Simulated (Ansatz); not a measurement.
# Quasi-harmonic thermodynamics of CaO (Lime, Fm-3m), part 3 of 6

Wanted: α(T), C_P(T) and B(T) of CaO (Lime) in the quasi-harmonic approximation.

What experiment has found for this phase:
- heat capacity C_P per formula unit 42.2 J/mol/K and bulk modulus 113 GPa near room temperature (given in “High-Throughput Prediction of Finite-Temperature Properties using the Quasi-Harmonic Approximation”, 2016, arXiv:1603.06924)

Ansatz 0.2.0; DFT LDA, scalar-relativistic, plane waves, PAW (the session's first sound run).

So far. Step 2 (A first coarse run): The start is under -7.4 GPa at this level and looks like an insulator or semiconductor on this mesh. Step 4 (Tight relaxation): The residual pressure is 7.4e-4 GPa, small enough for phonons.

## Step 5: The quasi-harmonic study, functional LDA, q-mesh 2×2×2

Thermal expansion follows from how the free energy of the vibrations (and of the electrons in a metal) changes with strain, so the program makes strained cells, their phonons and a fit in one run.

File input.yaml:

```yaml
crystal:
  lattice:
    - [0.0, 2.3539031613, 2.3539031613]
    - [2.3539031613, 0.0, 2.3539031613]
    - [2.3539031613, 2.3539031613, 0.0]
  atoms:
    - { symbol: Ca, position: [0.0, 0.0, 0.0] }
    - { symbol: O, position: [0.5, 0.5, 0.5] }
kpoints:
  mp_grid: { grid: [8, 8, 8] }
hamiltonian:
  xc: lda
scf:
  occupations: { method: fixed }
  lower_state_search: "off"
output:
  eigenvalues: true
phonons:
  method: dfpt
  qmesh: [2, 2, 2]
  temperatures: { t_max: 1200.0, t_step: 50 }
  thermal_expansion: {}
```

The run is started by

```bash
$ ansatz run input.yaml --threads 4 --pin off --max-ram 16384MiB --backend cpu --events-out ev --progress --plain --runs-dir out
```

Numbers of over 12 decimals in the logs are rounded to 6 here.

What it wrote:

```text
[...]
Crystal: 2 atoms, lattice volume = 26.085 Å³
Basis set: ecut = 487.2 eV, 609 PW (Γ), exchange–correlation on 48×48×48 points (8 copies of the dense FFT grid, shifted against one another)
Bands: 12, of which v1, the nominal top of the filled ones, is band 8 counted from 1 (7 counted from 0)
Symmetry: 48 space group operations
[...]
k-points: 29 of 512
[...]
SCF iter   1: F=—  HF=-2331.667011 eV  |F-HF|=—  |Δ(HF+E_count)|=         —  Δρ=1.70e-2  dr2=7.33e-2  ethr=1.77e-3  ⟨swp⟩=4.9  Hψ=2073  notcnv=0  defer=9
[...]
SCF iter   8: F=-2331.647984 eV  HF=-2331.647984 eV  |F-HF|=4.55e-13  |Δ(HF+E_count)|=  1.00e-11  Δρ=3.30e-8  dr2=1.53e-13  ethr=1.00e-12  ⟨swp⟩=6.3  Hψ=1880  notcnv=0
SCF 1 converged in 8 iterations: F = -2331.647984 eV  dr2 = 1.53e-13
[...]
relax step   1: F+E_penalty+E_count = -2331.64798361 eV  Δ(F+E_penalty+E_count) = +0.000e0 eV  max|allowed force component| = 1.183e-29 eV/Å  Δτ_max = 0.0000 Å  (8 SCF iters, accepted)
SCF converged after 8 iterations
Free energy (F): -2331.647984 eV
[...]
Internal energy: -2331.647984 eV  (E = F + TS)
E sigma→0 (E₀):  -2331.647984 eV
Fermi energy:    7.996965 eV
[...]
--- Stress (GPa, compression-positive) ---
        0.003862       0.000000       0.000000
        0.000000       0.003862      -0.000000
        0.000000       0.000000       0.003862
  P = ⅓ Tr σ = 0.0039 GPa (0.039 kbar)
--- Band table (eV; the first three rows and the last of 29) ---
  k-point 0: bands = [... 4 lower, -7.3302, 7.9970, 7.9970, 7.9970, 13.0855, 14.2659, 14.2659, 14.2659]
  k-point 1: bands = [... 4 lower, -7.0245, 7.4284, 7.7578, 7.7578, 13.7785, 14.2298, 14.5564, 14.5564]
  k-point 2: bands = [... 4 lower, -6.4496, 6.3519, 7.2509, 7.2509, 14.3170, 15.2660, 15.3225, 15.3225]
  k-point 28: bands = [... 4 lower, -6.5511, 6.5893, 6.9285, 6.9285, 14.3841, 14.3841, 16.8173, 17.9665]
── thermal expansion: 3 new cells, 3 in all ──
thermal expansion: relaxation of cell 2
thermal expansion: relaxation of cell 3
── thermal expansion: 2 new cells, 5 in all ──
thermal expansion: relaxation of cell 4
thermal expansion: phonons of cell 4
thermal expansion: relaxation of cell 5
thermal expansion: phonons of cell 5
── thermal expansion: 6 new cells, 11 in all ──
thermal expansion: relaxation of cell 6
thermal expansion: relaxation of cell 7
thermal expansion: relaxation of cell 8
thermal expansion: relaxation of cell 9
thermal expansion: relaxation of cell 10
thermal expansion: relaxation of cell 11
thermal expansion: phonons of cell 6
thermal expansion: phonons of cell 7
thermal expansion: phonons of cell 8
WARN: thermal expansion: narrow_supercell: the supercell is narrow for a crystal that has a band gap and may be polar, so the expansion can be far off: type phonons.supercell or phonons.qmesh [3, 3, 3] or more in a new run
--- Relaxed structure (1 steps of the walk, 1 accepted, 0 SCFs on fresh bases) ---
  F+E_penalty+E_count = -2331.64798361 eV   max|allowed force component| = 1.183e-29 eV/Å
  atoms:
    - { symbol: Ca, position: [0.0, 0.0, 0.0] }
    - { symbol: O, position: [0.5, 0.5, 0.5] }
--- Thermal expansion: 11 cells in 3 rounds, 0 GPa ---
  no lower state was looked for at cell 4: scf.lower_state_search: off
  without vibrations: a 3.32896, b 3.32896, c 3.32896 Å, V 26.0862 Å³, B 128.86 GPa
  at 0 K: a 3.33811, b 3.33811, c 3.33811 Å, V 26.3018 Å³, B 125.45 GPa
  zero-point expansion: a +0.275, b +0.275, c +0.275, V +0.826 %
      T/K        a/Å        b/Å        c/Å       V/Å³ | expansion of a, b, c, V (1e-6/K)   | that of V in the mean from 25 °C | C_P, C_V (J/mol K of the cell) | B_T, B_S (GPa)
     0.00    3.33811    3.33811    3.33811    26.3018 |    0.00    0.00    0.00    0.00 |   18.95 |     0.000     0.000 |   125.45   125.45
   150.00    3.33948    3.33948    3.33948    26.3344 |    7.35    7.35    7.35   22.04 |   29.83 |    27.281    27.138 |   124.05   124.71
   298.15    3.34442    3.34442    3.34442    26.4512 |   11.71   11.71   11.71   35.12 |       - |    42.624    41.919 |   120.34   122.37
   400.00    3.34864    3.34864    3.34864    26.5515 |   12.96   12.96   12.96   38.87 |   37.22 |    46.366    45.230 |   117.50   120.45
   550.00    3.35547    3.35547    3.35547    26.7145 |   14.17   14.17   14.17   42.52 |   39.52 |    49.183    47.374 |   113.09   117.40
   700.00    3.36287    3.36287    3.36287    26.8916 |   15.19   15.19   15.19   45.56 |   41.43 |    50.892    48.340 |   108.43   114.15
   850.00    3.37080    3.37080    3.37080    27.0822 |   16.21   16.21   16.21   48.63 |   43.22 |    52.245    48.851 |   103.52   110.71
  1000.00    3.37929    3.37929    3.37929    27.2872 |   17.33   17.33   17.33   52.00 |   45.03 |    53.522    49.151 |    98.34   107.09
  1150.00    3.38840    3.38840    3.38840    27.5087 |   18.63   18.63   18.63   55.89 |   46.93 |    54.869    49.342 |    92.87   103.28
  1200.00    3.39160    3.39160    3.39160    27.5867 |   19.11   19.11   19.11   57.34 |   47.60 |    55.354    49.390 |    90.98   101.97
  the static fit leaves 0.003 meV an atom of the energies and, of the stresses, 0.001 GPa of each cell's largest along a strain (root mean squares over the cells), whose Pulay part it has at -0.032 GPa
  vibrations' free energy: its fit leaves 0.0008 meV an atom at the most
  the electrons' free energy at temperature is not in it: every band gap is over 1.24 eV
  free energies summed between the sampled wave vectors
  estimated error of the fitted expansion in any direction: up to 0.050e-6/K, at 1200 K (an estimate, not a bound: it was exceeded on models of known expansion)
  by sums over the sampled wave vectors an expansion of the volume parts by up to 0.62e-6/K
  by a static energy of one degree less an expansion of the volume parts by up to 0.11e-6/K
  the FFT grids of the static calculations differ: 24 × 24 × 24, 25 × 25 × 25
  band gaps on the cells' k-points are 3.425 to 3.497 eV
  narrow_supercell: the supercell is narrow for a crystal that has a band gap and may be polar, so the expansion can be far off: type phonons.supercell or phonons.qmesh [3, 3, 3] or more in a new run
```

The job ended after 49 s (4 threads of Arm Neoverse V1, shared host; peak memory 0.53 GiB; 2.8 min of CPU time).

This step gave:

```yaml
pressure: 0.003862 GPa
gap_on_the_k_mesh: 3.449 eV
volume_expansion_coefficient_at_298_k: 35.12 1e-6/K
c_p_at_298_k: 21.31 J/mol-atom/K
entropy_at_298_k: 19.76 J/mol-atom/K
isothermal_bulk_modulus_at_298_k: 120.3 GPa
grueneisen_parameter_at_298_k: 1.606
volume_at_298_k: 13.23 Å³/atom
principal_linear_expansion_coefficients_at_298_k: 11.71, 11.71, 11.71 1e-6/K
```

Strained cells of the study; zero-point energy where phonons were solved; the pressures are stresses at a fixed cutoff and can carry an offset from the finite basis. Expansion cells, by row:

```
cell  |a| (Å)  |b| (Å)  |c| (Å)  V (Å³/atom)  E - E_lowest (meV/atom)  pressure, compression positive (GPa)  gap (eV)  zero-point energy (meV/atom)
   1    3.329    3.329    3.329        13.04                    0.004                                -0.028     3.449                             -
   2    3.356    3.356    3.356        13.36                    2.929                                -2.949     3.466                             -
   3    3.303    3.303    3.303        12.73                    3.062                                 3.219      3.43                             -
   4    3.329    3.329    3.329        13.05                        0                                -0.061     3.449                         55.77
   5    3.346    3.346    3.346        13.24                    1.196                                -1.925      3.46                         54.49
   6    3.368    3.368    3.368        13.51                    6.293                                -4.221     3.472                         52.79
   7    3.388    3.388    3.388        13.75                     13.9                                -6.065     3.481                          51.3
   8    3.408    3.408    3.408        13.99                    24.32                                -7.766     3.489                         49.82
   9    3.296    3.296    3.296        12.66                    4.731                                 4.052     3.425                             -
  10    3.313    3.313    3.313        12.85                    1.149                                 1.929     3.438                             -
  11    3.435    3.435    3.435        14.33                    42.94                                -9.874     3.497                             -
```

Quasi-harmonic; a, b, c are the run's own cell vectors. Expansion, by row:

```
T (K)  a (Å)  b (Å)  c (Å)  alpha (deg)  beta (deg)  gamma (deg)  cell volume (Å³/cell)  alpha_a (1e-6/K)  alpha_b (1e-6/K)  alpha_c (1e-6/K)  alpha_V (1e-6/K)  C_P (J/mol-atom/K)  C_V (J/mol-atom/K)  S (J/mol-atom/K)  B_T (GPa)  B_S (GPa)  Grueneisen  extrapolation  fit error (1e-6/K)
    0  3.338  3.338  3.338           60          60           60                   26.3                 0                 0                 0                 0                   0                   0                 0      125.5      125.5           -              0                   0
   50  3.338  3.338  3.338           60          60           60                   26.3              0.68              0.68              0.68              2.03               1.356               1.356             0.374      125.4      125.4       1.484              0                   0
  100  3.339  3.339  3.339           60          60           60                  26.31              4.12              4.12              4.12             12.35               7.771               7.756             3.147        125      125.2       1.576              0                   0
  150  3.339  3.339  3.339           60          60           60                  26.33              7.35              7.35              7.35             22.04               13.64               13.57             7.481        124      124.7       1.598              0                   0
  200  3.341  3.341  3.341           60          60           60                  26.37              9.45              9.45              9.45             28.36               17.43               17.28             11.97      122.9        124       1.602              0                0.01
  250  3.343  3.343  3.343           60          60           60                  26.41             10.81             10.81             10.81             32.43               19.81               19.56             16.13      121.6      123.2       1.604              0                0.01
298.1  3.344  3.344  3.344           60          60           60                  26.45             11.71             11.71             11.71             35.12               21.31               20.96             19.76      120.3      122.4       1.606              0                0.01
  300  3.344  3.344  3.344           60          60           60                  26.45             11.74             11.74             11.74             35.21               21.36                  21             19.89      120.3      122.3       1.606              0                0.01
  350  3.347  3.347  3.347           60          60           60                   26.5             12.42             12.42             12.42             37.26               22.42               21.96             23.27      118.9      121.4        1.61              0                0.01
  400  3.349  3.349  3.349           60          60           60                  26.55             12.96             12.96             12.96             38.87               23.18               22.61             26.31      117.5      120.5       1.615              0                0.01
  450  3.351  3.351  3.351           60          60           60                   26.6             13.41             13.41             13.41             40.23               23.76               23.08             29.08      116.1      119.5        1.62              0                0.01
  500  3.353  3.353  3.353           60          60           60                  26.66             13.81             13.81             13.81             41.42               24.22               23.43             31.61      114.6      118.5       1.626              0                0.01
  550  3.355  3.355  3.355           60          60           60                  26.71             14.17             14.17             14.17             42.52               24.59               23.69             33.93      113.1      117.4       1.633              0                0.01
  600  3.358  3.358  3.358           60          60           60                  26.77             14.52             14.52             14.52             43.56               24.91               23.89             36.09      111.6      116.3        1.64              0                0.02
  650   3.36   3.36   3.36           60          60           60                  26.83             14.86             14.86             14.86             44.57               25.19               24.04             38.09        110      115.2       1.647              0                0.02
  700  3.363  3.363  3.363           60          60           60                  26.89             15.19             15.19             15.19             45.56               25.45               24.17             39.97      108.4      114.2       1.655              0                0.02
  750  3.365  3.365  3.365           60          60           60                  26.95             15.52             15.52             15.52             46.57               25.68               24.27             41.73      106.8        113       1.663              0                0.02
  800  3.368  3.368  3.368           60          60           60                  27.02             15.86             15.86             15.86             47.59               25.91               24.36              43.4      105.2      111.9       1.672              0                0.02
  850  3.371  3.371  3.371           60          60           60                  27.08             16.21             16.21             16.21             48.63               26.12               24.43             44.97      103.5      110.7       1.681              0                0.03
  900  3.374  3.374  3.374           60          60           60                  27.15             16.57             16.57             16.57             49.71               26.34               24.48             46.47      101.8      109.5        1.69              0                0.03
  950  3.376  3.376  3.376           60          60           60                  27.22             16.94             16.94             16.94             50.83               26.55               24.53              47.9      100.1      108.3         1.7              0                0.03
 1000  3.379  3.379  3.379           60          60           60                  27.29             17.33             17.33             17.33                52               26.76               24.58             49.27      98.34      107.1        1.71              0                0.02
 1050  3.382  3.382  3.382           60          60           60                  27.36             17.74             17.74             17.74             53.23               26.98               24.61             50.58      96.55      105.8        1.72              0                0.02
 1100  3.385  3.385  3.385           60          60           60                  27.43             18.18             18.18             18.18             54.53                27.2               24.64             51.84      94.73      104.6       1.731              0                0.02
 1150  3.388  3.388  3.388           60          60           60                  27.51             18.63             18.63             18.63             55.89               27.43               24.67             53.06      92.87      103.3       1.743              0                0.03
 1200  3.392  3.392  3.392           60          60           60                  27.59             19.11             19.11             19.11             57.34               27.68                24.7             54.23      90.98        102       1.755              0                0.05
```

The expansion coefficient by temperature; values in 1e-6/K:

```
temperature (K)  volume  principal 1
              0       0            0
             50    2.03         0.68
            100    12.3         4.12
            200    28.4         9.45
            250    32.4         10.8
            298    35.1         11.7
            300    35.2         11.7
            350    37.3         12.4
            450    40.2         13.4
            500    41.4         13.8
            550    42.5         14.2
            600    43.6         14.5
            650    44.6         14.9
            700    45.6         15.2
            800    47.6         15.9
            850    48.6         16.2
            900    49.7         16.6
            950    50.8         16.9
           1000      52         17.3
           1100    54.5         18.2
           1150    55.9         18.6
           1200    57.3         19.1
```

At 298 K the volume expansion is 35.1 × 10⁻⁶/K and B_T is 120 GPa. The log warns that this q-mesh is too narrow, so the figure can be far off. The program raised the cutoff to 487.2 eV by itself: with no cutoff typed, the study takes about 1.16 times the default for its relaxations and scales it with the volume for the phonons.

(Part 3 of 6 ends here.)

[Logs are printed without paths, hosts, clocks, repeated set-up lines and the standing remarks that a program may print on its own settings, such as how far it seeks lower states.]

[Hosts, paths, dates, database ids (printed as entryN), source tags and the programs' standing remarks are cut or masked in the printed files.]

[A step with changed settings may run another functional than the one named; its input shows which.]
